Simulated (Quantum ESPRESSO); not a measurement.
# How volume moves the moments of CoO, part 2 of 2

How does volume change the magnetic state of CoO?

Quantum ESPRESSO 7.5; PBE; plane waves with GBRV 1.5 PBE potentials, no spin-orbit coupling.

So far, absolute magnetization (μB): step 2 (volume 0.8, ferro +) 1.81; step 5 (cell volume +45.0 %, value 1.16 factor) 3.01.

## 6. A faulty input

Level of this step: PBE with U = 25 eV on Co d (ortho-atomic projectors); plane waves with GBRV 1.5 PBE potentials, no spin-orbit coupling (Quantum ESPRESSO).

As a test, an input with a fault in it is run.

pw.in reads:

```
&CONTROL
  calculation = 'scf'
  prefix = 'pwscf'
  outdir = './tmp'
  pseudo_dir = './pseudo'
  disk_io = 'nowf'
  tprnfor = .true.
  tstress = .true.
/
&SYSTEM
  ibrav = 0
  nat = 2
  ntyp = 2
  ecutwfc = 40
  ecutrho = 280
  nbnd = 20
  occupations = 'smearing'
  smearing = 'fd'
  degauss = 0.00999582
  nspin = 2
  starting_magnetization(1) = 0.1765
  starting_magnetization(2) = 0
/
&ELECTRONS
  conv_thr = 4d-09
  electron_maxstep = 50
  mixing_beta = 0.3
/
ATOMIC_SPECIES
Co     58.9332 co_pbe_v1.2.uspp.F.UPF
O      15.9990 o_pbe_v1.2.uspp.F.UPF
CELL_PARAMETERS angstrom
   0.0000000000    2.1315000000    2.1315000000
   2.1315000000    0.0000000000    2.1315000000
   2.1315000000    2.1315000000    0.0000000000
ATOMIC_POSITIONS crystal
Co      0.0000000000    0.0000000000    0.0000000000
O       0.5000000000    0.5000000000    0.5000000000
K_POINTS automatic
8 8 8 0 0 0
HUBBARD {ortho-atomic}
U Co-3d 25.0000
```

Started as:

```console
> OMP_NUM_THREADS=1 mpirun -n 2 pw.x -nk 2 -in pw.in > pw.out
```

The program printed:

```text
[banner, memory and clock lines left out]
Program PWSCF v.7.5 starts

     Message from routine setup:
     using ibrav=0 with symmetry is DISCOURAGED, use correct ibrav instead

     bravais-lattice index     =            0
     lattice parameter (alat)  =       5.6964  a.u.
     unit-cell volume          =     130.7021 (a.u.)^3
     number of atoms/cell      =            2
     number of atomic types    =            2
     number of electrons       =        23.00
     number of Kohn-Sham states=           20
     kinetic-energy cutoff     =      40.0000  Ry
     charge density cutoff     =     280.0000  Ry
     scf convergence threshold =      4.0E-09
     mixing beta               =       0.3000
     number of iterations used =            8  plain     mixing
     Exchange-correlation= SLA  PW   PBE  PBE
                           (   1   4   3   4   0   0   0)
     Hubbard projectors: ortho-atomic
     Hubbard parameters of DFT+U (Dudarev formulation) in eV:
     U(Co-3d) = 25.0000

     Internal variables: lda_plus_u =T, lda_plus_u_kind = 0

     Internal variables: orbital_resolved =F, hub_pot_fix =F, apply_U = F

     [... lines left out ...]
     PseudoPot. # 1 for Co read from file:
     co_pbe_v1.2.uspp.F.UPF
     Pseudo is Ultrasoft + core correction, Zval = 17.0

     PseudoPot. # 2 for O  read from file:
     o_pbe_v1.2.uspp.F.UPF
     Pseudo is Ultrasoft + core correction, Zval =  6.0

     atomic species   valence    mass     pseudopotential
     Co               17.00    58.93320     Co( 1.00)
     O                 6.00    15.99900     O ( 1.00)

     Starting magnetic structure
     atomic species   magnetization
     Co              0.176
     O               0.000

     48 Sym. Ops., with inversion, found

   Cartesian axes

     site n.     atom                  positions (alat units)
         1        Co     tau(   1) = (   0.0000000   0.0000000   0.0000000  )
         2        O      tau(   2) = (   0.7071068   0.7071068   0.7071068  )

     number of k points=    29  Fermi-Dirac smearing, width (Ry)=  0.0100

     Dense  grid:    10417 G-vectors     FFT dimensions: (  32,  32,  32)

     Smooth grid:     4477 G-vectors     FFT dimensions: (  24,  24,  24)

     Check: negative core charge=   -0.000039
     Generating pointlists ...
     new r_m :   0.2917 (alat units)  1.6615 (a.u.) for type    1
     new r_m :   0.2917 (alat units)  1.6615 (a.u.) for type    2

     Initial potential from superposition of free atoms

     starting charge      22.0000, renormalised to      23.0000

     STARTING HUBBARD OCCUPATIONS:

     =================== HUBBARD OCCUPATIONS ===================
     ------------------------ ATOM    1 ------------------------
     Tr[ns(  1)] (up, down, total) =   5.00000  2.00000  7.00000
     Atomic magnetic moment for atom   1 =   3.00000
     [... lines left out ...]
     Number of occupied Hubbard levels =    7.0000

     Atomic wfc used for Hubbard projectors are orthogonalized

     Starting wfcs are   17 randomized atomic wfcs +    3 random wfcs

     Self-consistent Calculation

     iteration #  1     ecut=    40.00 Ry     beta= 0.30
     Davidson diagonalization with overlap
     ethr =  1.00E-02,  avg # of iterations =  5.2

     =================== HUBBARD OCCUPATIONS ===================
     ------------------------ ATOM    1 ------------------------
     Tr[ns(  1)] (up, down, total) =   4.91023  0.56068  5.47090
     Atomic magnetic moment for atom   1 =   4.34955
     [... lines left out ...]
     Number of occupied Hubbard levels =    5.4709

     total energy              =    -328.59227950 Ry
     estimated scf accuracy    <       5.46976050 Ry

     total magnetization       =     4.20 Bohr mag/cell
     absolute magnetization    =     4.40 Bohr mag/cell

     [... further iterations left out ...]

     iteration # 25     ecut=    40.00 Ry     beta= 0.30
     Davidson diagonalization with overlap
     ethr =  1.45E-10,  avg # of iterations =  2.0

     Magnetic moment per site  (integrated on atomic sphere of radius R)
     atom   1 (R=0.292)  charge= 14.9753  magn=  1.7069
     atom   2 (R=0.292)  charge=  5.5851  magn= -0.8147

     End of self-consistent calculation

     =================== HUBBARD OCCUPATIONS ===================
     ------------------------ ATOM    1 ------------------------
     Tr[ns(  1)] (up, down, total) =   4.85583  2.99644  7.85227
     Atomic magnetic moment for atom   1 =   1.85940
     [... lines left out ...]
     Number of occupied Hubbard levels =    7.8523

     [... lines left out ...]
     the Fermi energy is    10.2313 ev

!    total energy              =    -330.26816060 Ry
     estimated scf accuracy    <          2.1E-09 Ry
     smearing contrib. (-TS)   =      -0.00371324 Ry
     internal energy E=F+TS    =    -330.26444736 Ry

     The total energy is F=E-TS. E is the sum of the following terms:
     one-electron contribution =    -186.08635474 Ry
     hartree contribution      =     108.53813881 Ry
     xc contribution           =     -40.33768891 Ry
     ewald contribution        =    -212.56286172 Ry
     Hubbard energy            =       0.18431921 Ry

     total magnetization       =     1.00 Bohr mag/cell
     absolute magnetization    =     2.69 Bohr mag/cell

     convergence has been achieved in  25 iterations

     Forces acting on atoms (cartesian axes, Ry/au):

     atom    1 type  1   force =     0.00000000    0.00000000    0.00000000
     atom    2 type  2   force =     0.00000000    0.00000000    0.00000000

     Total force =     0.000000     Total SCF correction =     0.000000

     Computing stress (Cartesian axis) and pressure

          total   stress  (Ry/bohr**3)                   (kbar)     P=      312.96
   0.00212745   0.00000000   0.00000000          312.96        0.00        0.00
   0.00000000   0.00212745   0.00000000            0.00      312.96        0.00
   0.00000000  -0.00000000   0.00212745            0.00       -0.00      312.96
```

Run time: 27 s. Hardware: 2 MPI ranks of Arm Neoverse V1, shared host; peak memory 0.15 GiB.

Convergence was reached, yet the input spoils the result.

The fault in the input: an enormous U.

## 7. The series

The runs not shown differ from these in the moved quantity alone.

States, by row:

| volume | ferro + | antiferro q=(0,0,1/2) +- | no spin polarisation |
| --- | --- | --- | --- |
| 0.8 | ferromagnetic | antiferromagnetic | non-magnetic |
| 0.86 | ferromagnetic | antiferromagnetic | non-magnetic |
| 0.92 | ferromagnetic | antiferromagnetic | non-magnetic |
| 0.96 | ferromagnetic | antiferromagnetic | non-magnetic |
| 1 | ferromagnetic | antiferromagnetic | non-magnetic |
| 1.05 | ferromagnetic | antiferromagnetic | non-magnetic |
| 1.1 | ferromagnetic | antiferromagnetic | non-magnetic |
| 1.16 | ferromagnetic | antiferromagnetic | non-magnetic |

Table of largest site moment by volume:

| volume (factor) | ferro + (μB) | antiferro q=(0,0,1/2) +- (μB) |
| --- | --- | --- |
| 0.800 | 1.58 | 2.17 |
| 0.860 | 2.00 | 2.26 |
| 0.920 | 2.35 | 2.32 |
| 0.960 | 2.44 | 2.36 |
| 1.000 | 2.49 | 2.38 |
| 1.050 | 2.53 | 2.41 |
| 1.100 | 2.56 | 2.44 |
| 1.160 | 2.58 | 2.46 |

The energy less that of the parallel start by volume; values in meV a seeded atom:

| volume (factor) | antiferro q=(0,0,1/2) +- | no spin polarisation |
| --- | --- | --- |
| 0.800 | -99.2 | 52.9 |
| 0.860 | -150 | 175 |
| 0.920 | -148 | 320 |
| 0.960 | -137 | 413 |
| 1.000 | -124 | 498 |
| 1.050 | -108 | 592 |
| 1.100 | -94.1 | 674 |
| 1.160 | -79.7 | 758 |

The energy over the lowest by volume; values in meV an atom:

| volume (factor) | ferro + | antiferro q=(0,0,1/2) +- | no spin polarisation |
| --- | --- | --- | --- |
| 0.800 | 314 | 264 | 340 |
| 0.860 | 176 | 101 | 263 |
| 0.920 | 94.3 | 20.2 | 254 |
| 0.960 | 68.4 | 0 | 275 |
| 1.000 | 62.5 | 0.470 | 311 |
| 1.050 | 78.1 | 24.0 | 374 |
| 1.100 | 114 | 67.2 | 451 |
| 1.160 | 178 | 138 | 557 |

## 8. Results

* moment, parallel start: 1.58 to 2.58 μB
* states met from these starts: antiferromagnetic and ferromagnetic

The moment of the parallel start goes from 1.58 μB at 0.8 to 2.58 μB at 1.16. The net moment of the cell goes from 1.80 to 2.99 μB. The radius of the spheres follows the nearest distance, so part of the change of the site moments is the spheres'. The largest moment of the start antiferro q=(0,0,1/2) +- lies between 2.17 and 2.46 μB. The start antiferro q=(0,0,1/2) +- lies under the parallel one at every finished point, by 79.7 to 150 meV a seeded atom. Energies are free energies at an electronic temperature of 1580 K, which lowers moments and differences where the moments are itinerant. No Hubbard term acts here. In such compounds local and semilocal functionals without one often delocalise the d electrons, and can shrink or lose moments and miss the size, sign and order of the couplings. The smearing term is large for its width, so states at the Fermi level are partly filled: at this level the cell is a metal or has a gap of a few widths at most.

[Logs and program files are shortened in this print: banners, set-up blocks, solver, clock and traceback lines can be left out without a mark of their own.]

[Logs are printed without paths, hosts, clocks, repeated set-up lines and the standing remarks that a program may print on its own settings, such as how far it seeks lower states.]

[Hosts, paths, dates, database ids (printed as entryN), source tags and the programs' standing remarks are cut or masked in the printed files.]

[Where a cell is said to come from a database of computed structures, the database is the Materials Project.]
